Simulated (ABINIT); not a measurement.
# Mg3SiS (Pm-3m): zone-centre phonons, part 3 of 4

Which modes does Mg3SiS (Pm-3m) have at the zone centre?

ABINIT 10.8.3; DFT LDA, scalar-relativistic, plane waves, HGH norm-conserving pseudopotentials.

So far. Step 5 (Relaxing the cell and atoms): The volume changes by +0.9 % in this run and stands -30.0 % from the first cell. Step 7 (Linear response at Γ): The acoustic modes at Γ come out as far as 3.0 cm⁻¹ from zero, where they should vanish, a small numerical error. The lowest optical mode is imaginary, 163i cm⁻¹, an instability at this level and on this k mesh. The relaxed cell has a = 4.638 Å (conventional setting).

The structure was built from a prototype and need not be the compound's stable phase.

## (8) Zone-centre analysis

anaddb reads the merged derivatives and imposes the acoustic sum rule.

anaddb.abi

```
ddb_filepath "gamma_DDB"
output_file "anaddb.abo"
outdata_prefix "anaddb"
asr 1
chneut 1
enunit 2
eivec 1
nph1l 1
qph1l 0.0 0.0 0.0 1.0
```

mrgddb.in

```
gamma_DDB
merged
2
dfpt_gammao_DDB
gso_DDB
```

Command:

```console
> mrgddb < mrgddb.in > mrgddb.log
> OMP_NUM_THREADS=1 anaddb anaddb.abi > anaddb.log
```

anaddb.abo, the main output file:

```text
-outvars_anaddb: echo values of input variables ----------------------

 Miscellaneous information :
      enunit         2
       eivec         1
         asr         1
 First list of wavevector (reduced coord.) :
       nph1l         1
       qph1l
                     0.00000000E+00  0.00000000E+00  0.00000000E+00    1.000E+00

================================================================================

 read the DDB information and perform some checks

  ==== Info on the Cryst% object ====
 Real(R)+Recip(G) space primitive vectors, cartesian coordinates (Bohr,Bohr^-1):
 R(1)=  8.7645806  0.0000000  0.0000000  G(1)=  0.1140956  0.0000000  0.0000000
 R(2)=  0.0000000  8.7645806  0.0000000  G(2)=  0.0000000  0.1140956  0.0000000
 R(3)=  0.0000000  0.0000000  8.7645806  G(3)=  0.0000000  0.0000000  0.1140956
 Unit cell volume ucvol=  6.7327644E+02 bohr^3
 Angles (23,13,12)=  9.00000000E+01  9.00000000E+01  9.00000000E+01 degrees
 Time-reversal symmetry is present
 Reduced atomic positions [iatom, xred, symbol]:
    1)    0.0000000  0.0000000  0.0000000  Si
    2)    0.5000000  0.5000000  0.5000000   S
    3)    0.5000000  0.5000000  0.0000000  Mg
    4)    0.5000000  0.0000000  0.5000000  Mg
    5)    0.0000000  0.5000000  0.5000000  Mg

 DDB file with 3 blocks has been read.

================================================================================

 Treat the first list of vectors

  Phonon wavevector (reduced coordinates) :  0.00000  0.00000  0.00000
 Phonon energies in Hartree :
  -7.435884E-04 -7.435884E-04 -7.435884E-04 -6.021209E-04 -6.021209E-04
  -6.021209E-04  0.000000E+00  0.000000E+00  0.000000E+00  6.058463E-04
   6.058463E-04  6.058463E-04  2.232919E-03  2.232919E-03  2.232919E-03
 Phonon energies in meV     :
- -2.023407E+01 -2.023407E+01 -2.023407E+01 -1.638454E+01 -1.638454E+01
- -1.638454E+01  0.000000E+00  0.000000E+00  0.000000E+00  1.648592E+01
-  1.648592E+01  1.648592E+01  6.076083E+01  6.076083E+01  6.076083E+01
 Phonon frequencies in cm-1    :
- -1.631988E+02 -1.631988E+02 -1.631988E+02 -1.321503E+02 -1.321503E+02
- -1.321503E+02  0.000000E+00  0.000000E+00  0.000000E+00  1.329679E+02
-  1.329679E+02  1.329679E+02  4.900692E+02  4.900692E+02  4.900692E+02
 Phonon frequencies in Thz     :
- -4.892577E+00 -4.892577E+00 -4.892577E+00 -3.961765E+00 -3.961765E+00
- -3.961765E+00  0.000000E+00  0.000000E+00  0.000000E+00  3.986277E+00
-  3.986277E+00  3.986277E+00  1.469190E+01  1.469190E+01  1.469190E+01
 Phonon energies in Kelvin  :
- -2.348067E+02 -2.348067E+02 -2.348067E+02 -1.901347E+02 -1.901347E+02
- -1.901347E+02  0.000000E+00  0.000000E+00  0.000000E+00  1.913111E+02
-  1.913111E+02  1.913111E+02  7.051002E+02  7.051002E+02  7.051002E+02

 Eigendisplacements
 (will be given, for each mode : in cartesian coordinates
   for each atom the real part of the displacement vector,
   then the imaginary part of the displacement vector - absolute values smaller than 1.0d-7 are set to zero)
  Mode number    1   Energy   -7.435884E-04
 Attention : low frequency mode.
   (Could be unstable or acoustic mode)
-  1  0.00000000E+00  0.00000000E+00  2.02833543E-03
-     0.00000000E+00  0.00000000E+00  0.00000000E+00
-  2  0.00000000E+00  0.00000000E+00  1.52203210E-03
-     0.00000000E+00  0.00000000E+00  0.00000000E+00
-  3  0.00000000E+00  0.00000000E+00  9.22423008E-04
-     0.00000000E+00  0.00000000E+00  0.00000000E+00
-  4  0.00000000E+00  0.00000000E+00 -2.63717796E-03
-     0.00000000E+00  0.00000000E+00  0.00000000E+00
-  5  0.00000000E+00  0.00000000E+00 -2.63717796E-03
-     0.00000000E+00  0.00000000E+00  0.00000000E+00
  Mode number    2   Energy   -7.435884E-04
 Attention : low frequency mode.
   (Could be unstable or acoustic mode)
-  1  0.00000000E+00 -2.02833543E-03  0.00000000E+00
-     0.00000000E+00  0.00000000E+00  0.00000000E+00
-  2  0.00000000E+00 -1.52203210E-03  0.00000000E+00
-     0.00000000E+00  0.00000000E+00  0.00000000E+00
-  3  0.00000000E+00  2.63717796E-03  0.00000000E+00
-     0.00000000E+00  0.00000000E+00  0.00000000E+00
-  4  0.00000000E+00 -9.22423008E-04  0.00000000E+00
-     0.00000000E+00  0.00000000E+00  0.00000000E+00
-  5  0.00000000E+00  2.63717796E-03  0.00000000E+00
-     0.00000000E+00  0.00000000E+00  0.00000000E+00
  Mode number    3   Energy   -7.435884E-04
 Attention : low frequency mode.
   (Could be unstable or acoustic mode)
-  1  2.02833543E-03  0.00000000E+00  0.00000000E+00
-     0.00000000E+00  0.00000000E+00  0.00000000E+00
-  2  1.52203210E-03  0.00000000E+00  0.00000000E+00
-     0.00000000E+00  0.00000000E+00  0.00000000E+00
-  3 -2.63717796E-03  0.00000000E+00  0.00000000E+00
-     0.00000000E+00  0.00000000E+00  0.00000000E+00
-  4 -2.63717796E-03  0.00000000E+00  0.00000000E+00
-     0.00000000E+00  0.00000000E+00  0.00000000E+00
-  5  9.22423008E-04  0.00000000E+00  0.00000000E+00
-     0.00000000E+00  0.00000000E+00  0.00000000E+00
  Mode number    4   Energy   -6.021209E-04
 Attention : low frequency mode.
   (Could be unstable or acoustic mode)
-  1  0.00000000E+00  0.00000000E+00  0.00000000E+00
-     0.00000000E+00  0.00000000E+00  0.00000000E+00
-  2  0.00000000E+00  0.00000000E+00  0.00000000E+00
-     0.00000000E+00  0.00000000E+00  0.00000000E+00
-  3  0.00000000E+00  0.00000000E+00  0.00000000E+00
-     0.00000000E+00  0.00000000E+00  0.00000000E+00
-  4  0.00000000E+00  0.00000000E+00 -3.35936458E-03
-     0.00000000E+00  0.00000000E+00  0.00000000E+00
-  5  0.00000000E+00  0.00000000E+00  3.35936458E-03
-     0.00000000E+00  0.00000000E+00  0.00000000E+00
  Mode number    5   Energy   -6.021209E-04
 Attention : low frequency mode.
   (Could be unstable or acoustic mode)
-  1  0.00000000E+00  0.00000000E+00  0.00000000E+00
-     0.00000000E+00  0.00000000E+00  0.00000000E+00
-  2  0.00000000E+00  0.00000000E+00  0.00000000E+00
-     0.00000000E+00  0.00000000E+00  0.00000000E+00
-  3  0.00000000E+00 -3.35936458E-03  0.00000000E+00
-     0.00000000E+00  0.00000000E+00  0.00000000E+00
-  4  0.00000000E+00  0.00000000E+00  0.00000000E+00
-     0.00000000E+00  0.00000000E+00  0.00000000E+00
-  5  0.00000000E+00  3.35936458E-03  0.00000000E+00
-     0.00000000E+00  0.00000000E+00  0.00000000E+00
  Mode number    6   Energy   -6.021209E-04
 Attention : low frequency mode.
   (Could be unstable or acoustic mode)
-  1  0.00000000E+00  0.00000000E+00  0.00000000E+00
-     0.00000000E+00  0.00000000E+00  0.00000000E+00
-  2  0.00000000E+00  0.00000000E+00  0.00000000E+00
-     0.00000000E+00  0.00000000E+00  0.00000000E+00
-  3  3.35936458E-03  0.00000000E+00  0.00000000E+00
-     0.00000000E+00  0.00000000E+00  0.00000000E+00
-  4 -3.35936458E-03  0.00000000E+00  0.00000000E+00
-     0.00000000E+00  0.00000000E+00  0.00000000E+00
-  5  0.00000000E+00  0.00000000E+00  0.00000000E+00
-     0.00000000E+00  0.00000000E+00  0.00000000E+00
  Mode number    7   Energy    0.000000E+00
 Attention : low frequency mode.
   (Could be unstable or acoustic mode)
-  1  0.00000000E+00  0.00000000E+00  2.03041602E-03
-     0.00000000E+00  0.00000000E+00  0.00000000E+00
-  2  0.00000000E+00  0.00000000E+00  2.03043489E-03
-     0.00000000E+00  0.00000000E+00  0.00000000E+00
-  3  0.00000000E+00  0.00000000E+00  2.03043101E-03
-     0.00000000E+00  0.00000000E+00  0.00000000E+00
-  4  0.00000000E+00  0.00000000E+00  2.03040312E-03
-     0.00000000E+00  0.00000000E+00  0.00000000E+00
-  5  0.00000000E+00  0.00000000E+00  2.03040312E-03
-     0.00000000E+00  0.00000000E+00  0.00000000E+00
  Mode number    8   Energy    0.000000E+00
 Attention : low frequency mode.
   (Could be unstable or acoustic mode)
-  1  0.00000000E+00 -2.03041601E-03  0.00000000E+00
-     0.00000000E+00  0.00000000E+00  0.00000000E+00
-  2  0.00000000E+00 -2.03043488E-03  0.00000000E+00
-     0.00000000E+00  0.00000000E+00  0.00000000E+00
-  3  0.00000000E+00 -2.03040311E-03  0.00000000E+00
-     0.00000000E+00  0.00000000E+00  0.00000000E+00
-  4  0.00000000E+00 -2.03043100E-03  0.00000000E+00
-     0.00000000E+00  0.00000000E+00  0.00000000E+00
-  5  0.00000000E+00 -2.03040311E-03  0.00000000E+00
-     0.00000000E+00  0.00000000E+00  0.00000000E+00
  Mode number    9   Energy    0.000000E+00
 Attention : low frequency mode.
   (Could be unstable or acoustic mode)
-  1  2.03041601E-03  0.00000000E+00  0.00000000E+00
-     0.00000000E+00  0.00000000E+00  0.00000000E+00
-  2  2.03043488E-03  0.00000000E+00  0.00000000E+00
-     0.00000000E+00  0.00000000E+00  0.00000000E+00
-  3  2.03040311E-03  0.00000000E+00  0.00000000E+00
-     0.00000000E+00  0.00000000E+00  0.00000000E+00
-  4  2.03040311E-03  0.00000000E+00  0.00000000E+00
-     0.00000000E+00  0.00000000E+00  0.00000000E+00
-  5  2.03043100E-03  0.00000000E+00  0.00000000E+00
-     0.00000000E+00  0.00000000E+00  0.00000000E+00
  Mode number   10   Energy    6.058463E-04
-  1  0.00000000E+00 -1.42960003E-07  3.36057372E-03
-     0.00000000E+00  0.00000000E+00  0.00000000E+00
-  2  0.00000000E+00  0.00000000E+00 -2.10978184E-03
-     0.00000000E+00  0.00000000E+00  0.00000000E+00
-  3  0.00000000E+00  0.00000000E+00 -1.83739415E-03
-     0.00000000E+00  0.00000000E+00  0.00000000E+00
-  4  0.00000000E+00  0.00000000E+00  3.68809055E-04
-     0.00000000E+00  0.00000000E+00  0.00000000E+00
-  5  0.00000000E+00  0.00000000E+00  3.68809055E-04
-     0.00000000E+00  0.00000000E+00  0.00000000E+00
  Mode number   11   Energy    6.058463E-04
-  1  0.00000000E+00  3.36057372E-03  1.42959868E-07
-     0.00000000E+00  0.00000000E+00  0.00000000E+00
-  2  0.00000000E+00 -2.10978184E-03  0.00000000E+00
-     0.00000000E+00  0.00000000E+00  0.00000000E+00
-  3  0.00000000E+00  3.68809055E-04  0.00000000E+00
-     0.00000000E+00  0.00000000E+00  0.00000000E+00
-  4  0.00000000E+00 -1.83739415E-03  0.00000000E+00
-     0.00000000E+00  0.00000000E+00  0.00000000E+00
-  5  0.00000000E+00  3.68809055E-04  0.00000000E+00
-     0.00000000E+00  0.00000000E+00  0.00000000E+00
  Mode number   12   Energy    6.058463E-04
-  1  3.36057373E-03  0.00000000E+00  0.00000000E+00
-     0.00000000E+00  0.00000000E+00  0.00000000E+00
-  2 -2.10978184E-03  0.00000000E+00  0.00000000E+00
-     0.00000000E+00  0.00000000E+00  0.00000000E+00
-  3  3.68809055E-04  0.00000000E+00  0.00000000E+00
-     0.00000000E+00  0.00000000E+00  0.00000000E+00
-  4  3.68809055E-04  0.00000000E+00  0.00000000E+00
-     0.00000000E+00  0.00000000E+00  0.00000000E+00
-  5 -1.83739415E-03  0.00000000E+00  0.00000000E+00
-     0.00000000E+00  0.00000000E+00  0.00000000E+00
  Mode number   13   Energy    2.232919E-03
-  1  0.00000000E+00  0.00000000E+00  4.80220660E-05
-     0.00000000E+00  0.00000000E+00  0.00000000E+00
-  2  0.00000000E+00  0.00000000E+00 -2.49347353E-03
-     0.00000000E+00  0.00000000E+00  0.00000000E+00
-  3  0.00000000E+00  0.00000000E+00  3.77109124E-03
-     0.00000000E+00  0.00000000E+00  0.00000000E+00
-  4  0.00000000E+00  0.00000000E+00 -2.68450739E-04
-     0.00000000E+00  0.00000000E+00  0.00000000E+00
-  5  0.00000000E+00  0.00000000E+00 -2.68450739E-04
-     0.00000000E+00  0.00000000E+00  0.00000000E+00
  Mode number   14   Energy    2.232919E-03
-  1  0.00000000E+00  4.80220660E-05  0.00000000E+00
-     0.00000000E+00  0.00000000E+00  0.00000000E+00
-  2  0.00000000E+00 -2.49347353E-03  0.00000000E+00
-     0.00000000E+00  0.00000000E+00  0.00000000E+00
-  3  0.00000000E+00 -2.68450739E-04  0.00000000E+00
-     0.00000000E+00  0.00000000E+00  0.00000000E+00
-  4  0.00000000E+00  3.77109124E-03  0.00000000E+00
-     0.00000000E+00  0.00000000E+00  0.00000000E+00
-  5  0.00000000E+00 -2.68450739E-04  0.00000000E+00
-     0.00000000E+00  0.00000000E+00  0.00000000E+00
  Mode number   15   Energy    2.232919E-03
-  1  4.80220660E-05  0.00000000E+00  0.00000000E+00
-     0.00000000E+00  0.00000000E+00  0.00000000E+00
-  2 -2.49347353E-03  0.00000000E+00  0.00000000E+00
-     0.00000000E+00  0.00000000E+00  0.00000000E+00
-  3 -2.68450739E-04  0.00000000E+00  0.00000000E+00
-     0.00000000E+00  0.00000000E+00  0.00000000E+00
-  4 -2.68450739E-04  0.00000000E+00  0.00000000E+00
-     0.00000000E+00  0.00000000E+00  0.00000000E+00
-  5  3.77109124E-03  0.00000000E+00  0.00000000E+00
-     0.00000000E+00  0.00000000E+00  0.00000000E+00

 Analysis of degeneracies and characters (maximum tolerance=1.00E-06 a.u.)
 For each vibration mode, or group of modes if degenerate,
 the characters are given for each symmetry operation (see the list in the log file).
 Symmetry characters of vibration mode #   1
       degenerate with vibration modes #   2 to    3
  3.0 -3.0 -1.0  1.0 -1.0  1.0 -1.0  1.0  1.0 -1.0 -1.0  1.0  1.0 -1.0 -1.0  1.0
 -0.0  0.0 -0.0  0.0  0.0 -0.0  0.0 -0.0  1.0 -1.0 -1.0  1.0 -1.0  1.0  1.0 -1.0
 -0.0  0.0  0.0 -0.0  0.0 -0.0 -0.0  0.0  1.0 -1.0  1.0 -1.0 -1.0  1.0 -1.0  1.0
 Symmetry characters of vibration mode #   4
       degenerate with vibration modes #   5 to    6
  3.0 -3.0 -1.0  1.0 -1.0  1.0 -1.0  1.0 -1.0  1.0  1.0 -1.0 -1.0  1.0  1.0 -1.0
 -0.0  0.0 -0.0  0.0  0.0 -0.0  0.0 -0.0 -1.0  1.0  1.0 -1.0  1.0 -1.0 -1.0  1.0
 -0.0  0.0  0.0 -0.0  0.0 -0.0 -0.0  0.0 -1.0  1.0 -1.0  1.0  1.0 -1.0  1.0 -1.0
 Symmetry characters of vibration mode #   7
       degenerate with vibration modes #   8 to    9
  3.0 -3.0 -1.0  1.0 -1.0  1.0 -1.0  1.0  1.0 -1.0 -1.0  1.0  1.0 -1.0 -1.0  1.0
 -0.0  0.0 -0.0  0.0  0.0 -0.0  0.0 -0.0  1.0 -1.0 -1.0  1.0 -1.0  1.0  1.0 -1.0
 -0.0  0.0  0.0 -0.0  0.0 -0.0 -0.0  0.0  1.0 -1.0  1.0 -1.0 -1.0  1.0 -1.0  1.0
 Symmetry characters of vibration mode #  10
       degenerate with vibration modes #  11 to   12
  3.0 -3.0 -1.0  1.0 -1.0  1.0 -1.0  1.0  1.0 -1.0 -1.0  1.0  1.0 -1.0 -1.0  1.0
  0.0 -0.0  0.0 -0.0 -0.0  0.0 -0.0  0.0  1.0 -1.0 -1.0  1.0 -1.0  1.0  1.0 -1.0
  0.0 -0.0 -0.0  0.0 -0.0  0.0  0.0 -0.0  1.0 -1.0  1.0 -1.0 -1.0  1.0 -1.0  1.0
 Symmetry characters of vibration mode #  13
       degenerate with vibration modes #  14 to   15
  3.0 -3.0 -1.0  1.0 -1.0  1.0 -1.0  1.0  1.0 -1.0 -1.0  1.0  1.0 -1.0 -1.0  1.0
  0.0 -0.0  0.0 -0.0 -0.0  0.0 -0.0  0.0  1.0 -1.0 -1.0  1.0 -1.0  1.0  1.0 -1.0
  0.0 -0.0 -0.0  0.0 -0.0  0.0  0.0 -0.0  1.0 -1.0  1.0 -1.0 -1.0  1.0 -1.0  1.0
-
```

It took 0.55 s on 1 thread of Arm Neoverse N1, shared host.

No LO-TO term; unit eigenvectors of the mass-weighted matrix, from anaddb's displacements. The modes at Γ (shares of kinetic energy by element, %) (negative means imaginary):

```
mode  frequency (cm⁻¹)  symmetry  Si %  S %  Mg %
   1            -163.2       T1u    21   14    65
   2            -163.2       T1u    21   14    65
   3            -163.2       T1u    21   14    65
   4            -132.2       T2u     0    0   100
   5            -132.2       T2u     0    0   100
   6            -132.2       T2u     0    0   100
   7               0.0  acoustic    21   24    55
   8               0.0  acoustic    21   24    55
   9               0.0  acoustic    21   24    55
  10             133.0       T1u    58   26    16
  11             133.0       T1u    58   26    16
  12             133.0       T1u    58   26    16
  13             490.1       T1u     0   36    64
  14             490.1       T1u     0   36    64
  15             490.1       T1u     0   36    64
```

Displacements in mode 1 (-163.2 cm⁻¹), the largest set to 1:
```
Si1  0.00  0.00  0.77
S2   0.00  0.00  0.58
Mg3  0.00  0.00  0.35
Mg4  0.00  0.00 -1.00
Mg5  0.00  0.00 -1.00
```

Displacements in mode 13 (490.1 cm⁻¹), the largest set to 1:
```
Si1  0.00  0.00  0.01
S2   0.00  0.00 -0.66
Mg3  0.00  0.00  1.00
Mg4  0.00  0.00 -0.07
Mg5  0.00  0.00 -0.07
```

The rule moves no optical mode by more than 0.1 cm⁻¹.

[end of part 3 of 4]

[Host names and launcher messages were left out of these logs when they were recorded.]

[Logs are printed without paths, hosts, clocks, repeated set-up lines and the standing remarks that a program may print on its own settings, such as how far it seeks lower states.]

[Hosts, paths, dates, database ids (printed as entryN), source tags and the programs' standing remarks are cut or masked in the printed files.]
